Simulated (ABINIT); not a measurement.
An input for ABINIT 10.8.3 (CsH (Pm-3m)):

```
acell 3*1.0 Angstrom
rprim 
  3.818408540000 0.000000000000 0.000000000000
  0.000000000000 3.818408540000 0.000000000000
  0.000000000000 0.000000000000 3.818408540000
ntypat 2
znucl 55 1
natom 2
typat 1 2
xred 
  0.000000000000 0.000000000000 0.000000000000
  0.500000000000 0.500000000000 0.500000000000
pp_dirpath "pseudos"
pseudos "Cs.upf, H.upf"
ecut 31
ngkpt 4 4 4
nshiftk 1
shiftk 0 0 0
kptopt 1
chksymbreak 0
istwfk *1
occopt 1
irdwfk 1
optdriver 4
nband 27
gwcalctyp 27
ecutsigx 31
symsigma 0
nkptgw 10
kptgw 
  0.0000000000 0.0000000000 0.0000000000
  0.2500000000 0.0000000000 0.0000000000
  0.5000000000 0.0000000000 0.0000000000
  0.2500000000 0.2500000000 0.0000000000
  0.5000000000 0.2500000000 0.0000000000
  0.5000000000 0.5000000000 0.0000000000
  0.2500000000 0.2500000000 0.2500000000
  0.5000000000 0.2500000000 0.2500000000
  0.5000000000 0.5000000000 0.2500000000
  0.5000000000 0.5000000000 0.5000000000
bdgw 
  1 11
  1 11
  1 11
  1 11
  1 11
  1 11
  1 11
  1 11
  1 11
  1 11
ecuteps 3.2
irdscr 1
irdqps 1
rhoqpmix 0.3
indata_prefix "in"
outdata_prefix "out"
tmpdata_prefix "tmp"
```

```sh
OMP_NUM_THREADS=1 mpirun -n 4 abinit run.abi > log
```

Q: Estimate wall time and host memory on 4 MPI ranks of Intel Xeon Platinum 8488C (Sapphire Rapids), shared host.

It took 20 s; on shared hardware allow 9.8 s to 39 s. Peak host memory was 0.95 GiB.

[Paths, hosts, dates, memory and timing lines, banners, echoed tables and standing remarks are left out of the program output.]

[Logs are printed without paths, hosts, clocks, repeated set-up lines and the standing remarks that a program may print on its own settings, such as how far it seeks lower states.]

[Runs of the session that timed out or met a known fault of the program may be left out.]

[Hosts, paths, dates, database ids (printed as entryN), source tags and the programs' standing remarks are cut or masked in the printed files.]

[G0W0 gaps are taken among the corrected bands and points alone; a level outside them can change the order at an edge.]

[Where Ansatz stands beside ABINIT at settings called matched, ABINIT's density can come from a denser mesh and the files from another edition; pairs whose starting gaps differed by over 0.03 eV were left out, so agreement reads better than it is.]
